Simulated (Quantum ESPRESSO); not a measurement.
# Pb (Fm-3m): coupling and resistivity with EPW, part 2 of 2

Wanted: λ, Tc and ρ(T) of Pb (Fm-3m) from Quantum ESPRESSO and EPW.

Quantum ESPRESSO 7.5; DFT LDA, scalar-relativistic, plane waves, PseudoDojo 0.4.1 norm-conserving pseudopotentials.

So far, coupling constant λ: step 8 (coupling and Tc: fine k 20×20×20, q 10×10×10, width 0.15 …) 1.12; step 10 (fine mesh 10×10×10, delta width 0.01 eV, window 0.4 eV) 8.08. Also resistivity at 300 K (μΩ cm): step 9 (resistivity: fine k 24×24×24, q 12×12×12, adaptive width …) 9.13.

### Step 11. Resistivity: fine k 32×32×32, q 16×16×16, adaptive width, window 0.32 eV (continued)

Resistivity, by row:

| T (K) | rho_xx (μΩ cm) | rho_yy | rho_zz | relaxation-time approximation, mean of the axes (μΩ cm) |
| --- | --- | --- | --- | --- |
| 150 | 4.731 | 4.731 | 4.731 | 5.673 |
| 200 | 6.188 | 6.188 | 6.188 | 7.384 |
| 273 | 8.488 | 8.488 | 8.488 | 10.08 |
| 300 | 9.385 | 9.385 | 9.385 | 11.13 |
| 400 | 12.84 | 12.84 | 12.84 | 15.17 |
| 500 | 16.37 | 16.37 | 16.37 | 19.26 |

ρ(300 K) = 9.39 μΩ cm, against 9.13 before (+3 %); the relaxation-time start gave 11.1. The largest adaptive width printed is 0.45 eV, against a window of 0.32 eV outside which no state is counted.

### Step 12. Resistivity: fine k 40×40×40, q 20×20×20, adaptive width, window 0.32 eV

Contents of bte-3.in:

```
--
 &inputepw
    prefix='x',
    outdir='./tmp',
    dvscf_dir='./save',
    elph=.true.,
    etf_mem=1,
    nbndsub=4,
    bands_skipped='exclude_bands = 1-5',
    use_ws=.true.,
    vme='wannier',
    asr_typ='crystal',
    nk1=12,
    nk2=12,
    nk3=12,
    nq1=6,
    nq2=6,
    nq3=6,
    amass(1)=207.2,
    epwwrite=.false.,
    epwread=.true.,
    wannierize=.false.,
    nkf1=40,
    nkf2=40,
    nkf3=40,
    nqf1=20,
    nqf2=20,
    nqf3=20,
    mp_mesh_k=.true.,
    scattering=.true.,
    iterative_bte=.true.,
    epmatkqread=.false.,
    assume_metal=.true.,
    int_mob=.false.,
    carrier=.false.,
    ngaussw=-99,
    mob_maxiter=200,
    broyden_beta=0.7,
    fsthick=0.32,
    degaussw=0.0,
    nstemp=6,
    temps=150 200 273 300 400 500,
    restart=.false.,
    selecqread=.false.,
 /
```

On the command line:

```
> OMP_NUM_THREADS=1 mpirun -n 16 epw.x -nk 16 -in bte-3.in > bte-3.out
```

It took 6.9 min on 16 MPI ranks of Arm Neoverse V2, shared host.

This step gave:

```
iterations           : 27
resistivity at 300 K : 9.488 μΩ cm
```

Resistivity, by row:

| T (K) | rho_xx (μΩ cm) | rho_yy | rho_zz | relaxation-time approximation, mean of the axes (μΩ cm) |
| --- | --- | --- | --- | --- |
| 150 | 3.967 | 3.967 | 3.967 | 4.68 |
| 200 | 5.677 | 5.677 | 5.677 | 6.681 |
| 273 | 8.418 | 8.418 | 8.418 | 9.88 |
| 300 | 9.488 | 9.488 | 9.488 | 11.13 |
| 400 | 13.58 | 13.58 | 13.58 | 15.89 |
| 500 | 17.65 | 17.65 | 17.65 | 20.63 |

ρ(300 K) = 9.49 μΩ cm, against 9.39 before (+1 %); the relaxation-time start gave 11.1. The largest adaptive width printed is 0.36 eV, against a window of 0.32 eV outside which no state is counted.

### Step 13. Resistivity: fine k 48×48×48, q 24×24×24, adaptive width, window 0.32 eV

bte-4.in, as its differences from bte-3.in of step 12:

```diff
@@ -22,8 +22,8 @@
     wannierize=.false.,
-    nkf1=40,
-    nkf2=40,
-    nkf3=40,
-    nqf1=20,
-    nqf2=20,
-    nqf3=20,
+    nkf1=48,
+    nkf2=48,
+    nkf3=48,
+    nqf1=24,
+    nqf2=24,
+    nqf3=24,
     mp_mesh_k=.true.,
```

On the command line:

```
> OMP_NUM_THREADS=1 mpirun -n 16 epw.x -nk 16 -in bte-4.in > bte-4.out
```

Wall time 14 min (16 MPI ranks); 3.8 h of CPU time.

Numbers from this step:

```
resistivity at 300 K : 10.07 μΩ cm
```

Resistivity, by row:

| T (K) | rho_xx (μΩ cm) | rho_yy | rho_zz | relaxation-time approximation, mean of the axes (μΩ cm) |
| --- | --- | --- | --- | --- |
| 150 | 4.859 | 4.859 | 4.859 | 5.692 |
| 200 | 6.475 | 6.475 | 6.475 | 7.59 |
| 273 | 9.058 | 9.058 | 9.058 | 10.62 |
| 300 | 10.07 | 10.07 | 10.07 | 11.81 |
| 400 | 13.92 | 13.92 | 13.92 | 16.34 |
| 500 | 17.84 | 17.84 | 17.84 | 20.92 |

ρ(300 K) = 10.1 μΩ cm, against 9.49 before (+6 %); the relaxation-time start gave 11.8. The largest adaptive width printed is 0.30 eV, against a window of 0.32 eV outside which no state is counted.

### Step 14. Summary of results

| Quantity | Value |
| --- | --- |
| Wannier functions, band error | 4 functions; 8 meV r.m.s. |
| coupling constant λ, fine k 20×20×20, q 10×10×10, width 0.15 eV, window 0.61 eV | 1.12 |
| ħω_log | 5.31 meV |
| Tc at μ* = 0.13, Allen–Dynes | 4.7 K |
| resistivity at 300 K, 24×24×24 | 9.13 μΩ cm |
| resistivity at 300 K, 32×32×32 | 9.39 μΩ cm |
| resistivity at 300 K, 40×40×40 | 9.49 μΩ cm |
| resistivity at 300 K, 48×48×48 | 10.1 μΩ cm |

**Reading.** Step 7: No branch goes imaginary on this path. Step 8: The coupling constant from the curve is λ = 1.1; modes below 5.32 meV give half. Step 8: Distinct peaks of the a2F stand at 4.62 and 8.88 meV; the one at 8.88 meV is strongest. On the finest meshes run, Pb (Fm-3m) has λ = 1.1 and a phonon-limited resistivity of 10.1 μΩ cm at 300 K. The last refinement of the mesh moved the resistivity by 6 %, so it is not converged, and no rank of the meshes against a measured value means much. On the finest mesh the adaptive width still reaches 0.30 eV against a window of 0.32 eV; the window, which cuts off final states, was not widened. The Eliashberg Tc is interpolated in log T between temperatures a factor of two apart, and its μ* acts up to a cut-off of 0.3 eV, so it weighs less than the same number in Allen and Dynes's formula. The relaxed volume lies -4.2 % from the database entry, which shifts the phonons and with them λ and ρ. λ rests on one fine mesh and one width. Between 150 and 500 K the resistivity rises by a factor of 3.67, against 3.33 for a straight line through the origin. The rows at 150 and 200 K moved by more than 10 % in the last refinement. The Sommerfeld coefficient follows from γ = (π²/3) k_B² N(E_F)(1 + λ), with twice the density of states a spin that EPW reads on the fine mesh at this width. Spin–orbit coupling is left out, though Pb is heavy. The q mesh of ph.x (6×6×6), the k mesh and smearing of the ground state (18×18×18) and EPW's coarse k mesh (12×12×12) were not varied. Only scattering by harmonic phonons counts; impurities, grain boundaries and thermal expansion are left out, and μ* is typed.

Comparison with the measured values:

| quantity | measured | 32×32×32 | 40×40×40 | 48×48×48 | k 20×20×20, 0.15 eV | Allen–Dynes | Eliashberg |
| --- | --- | --- | --- | --- | --- | --- | --- |
| resistivity at 300 K (computed: phonon part alone) (μΩ cm) | 21.3 | 9.39 (-55.9 %) | 9.49 (-55.5 %) | 10.07 (-52.7 %) | - | - | - |
| resistivity at 500 K (computed: phonon part alone) (μΩ cm) | 38.3 | 16.37 (-57.3 %) | 17.65 (-53.9 %) | 17.84 (-53.4 %) | - | - | - |
| Sommerfeld coefficient γ (per mole of Pb) (mJ/(mol K²)) | 2.98 | - | - | - | 2.77 (-7.1 %) | - | - |
| superconducting transition temperature (μ* = 0.13) (kelvin) | 7.19 | - | - | - | - | 4.72 (-34.4 %) | 5.69 (-20.8 %) |

Measured values from CRC Press, section 12, read from Wikipedia's data page (2003), C. Kittel, read from Wikipedia's page on electronic specific heat (2005) and Wikipedia's table of superconducting elements, as read in December (2026).

**Verdict.** For the resistivity at 300 K, of the levels listed nearest comes 48×48×48 (-52.7 %, a clear miss) and farthest 32×32×32 (-55.9 %, a clear miss). For the resistivity at 500 K, of the levels listed nearest comes 48×48×48 (-53.4 %, a clear miss) and farthest 32×32×32 (-57.3 %, a clear miss). The Sommerfeld coefficient γ is off by -7.1 %: good agreement. For the superconducting transition temperature, of the levels listed nearest comes Eliashberg (-20.8 %, a clear miss) and farthest Allen–Dynes (-34.4 %, a clear miss). Limits of convergence are named above.

[The logs of pw.x and epw.x are selected lines.]

[Logs are printed without paths, hosts, clocks, repeated set-up lines and the standing remarks that a program may print on its own settings, such as how far it seeks lower states.]

[Hosts, paths, dates, database ids (printed as entryN), source tags and the programs' standing remarks are cut or masked in the printed files.]
